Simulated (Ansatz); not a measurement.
Planning a run of Ansatz 0.2.0 on PbO (Massicot). The input:

```yaml
crystal:
  lattice:
    - [5.8931, 0.0, 0.0]
    - [0.0, 5.4904, 0.0]
    - [0.0, 0.0, 4.7528]
  atoms:
    - { symbol: Pb, position: [0.2297, 0.9884, 0.25] }
    - { symbol: Pb, position: [0.7703, 0.0116, 0.75] }
    - { symbol: Pb, position: [0.2297, 0.5116, 0.75] }
    - { symbol: Pb, position: [0.7703, 0.4884, 0.25] }
    - { symbol: O, position: [0.8653, 0.0917, 0.25] }
    - { symbol: O, position: [0.1347, 0.9083, 0.75] }
    - { symbol: O, position: [0.8653, 0.4083, 0.75] }
    - { symbol: O, position: [0.1347, 0.5917, 0.25] }
kpoints:
  mp_grid: { grid: [4, 4, 4] }
  band_path:
    path:
      - [0.0, 0.0, 0.0]
      - [0.5, 0.0, 0.0]
      - [0.5, 0.5, 0.0]
      - [0.0, 0.5, 0.0]
      - [0.0, 0.0, 0.5]
      - [0.5, 0.0, 0.5]
      - [0.5, 0.5, 0.5]
      - [0.0, 0.5, 0.5]
      - [0.5, 0.5, 0.35]
    npoints: 1
hamiltonian:
  xc: pbe0
  pseudopotentials: { kind: paw, azcp: { folder: soft_1 } }
scf:
  occupations: { method: fixed }
  n_extra_bands: 6
output:
  eigenvalues: true
```

```sh
ansatz run input.yaml --threads 2 --pin off --max-ram 92160MiB --backend cuda --events-out ev --progress --plain --runs-dir out --devices 1 --max-vram 13GiB
```

Question: Estimate wall time and host memory on 1 × NVIDIA H100 80GB HBM3 (shared by 6 runs) with 2 threads of AMD EPYC 7R13 (Zen 3), shared host.

It took 52 s; on shared hardware allow 26 s to 1.7 min. Peak host memory was 1.8 GiB. The sizes that set the cost: 3003 plane waves a state, 27 irreducible k points and 16 SCF cycles.

Exact exchange couples every pair of k points and filled bands, so it costs far more than a semilocal run.

[Paths, hosts, dates, memory and timing lines, banners, echoed tables and standing remarks are left out of the program output.]

[Logs are printed without paths, hosts, clocks, repeated set-up lines and the standing remarks that a program may print on its own settings, such as how far it seeks lower states.]

[Runs of the session that timed out or met a known fault of the program may be left out.]

[Cells called generated may have been cut or substituted from an entry of the Crystallography Open Database or the Materials Project.]

[Hosts, paths, dates, database ids (printed as entryN), source tags and the programs' standing remarks are cut or masked in the printed files.]
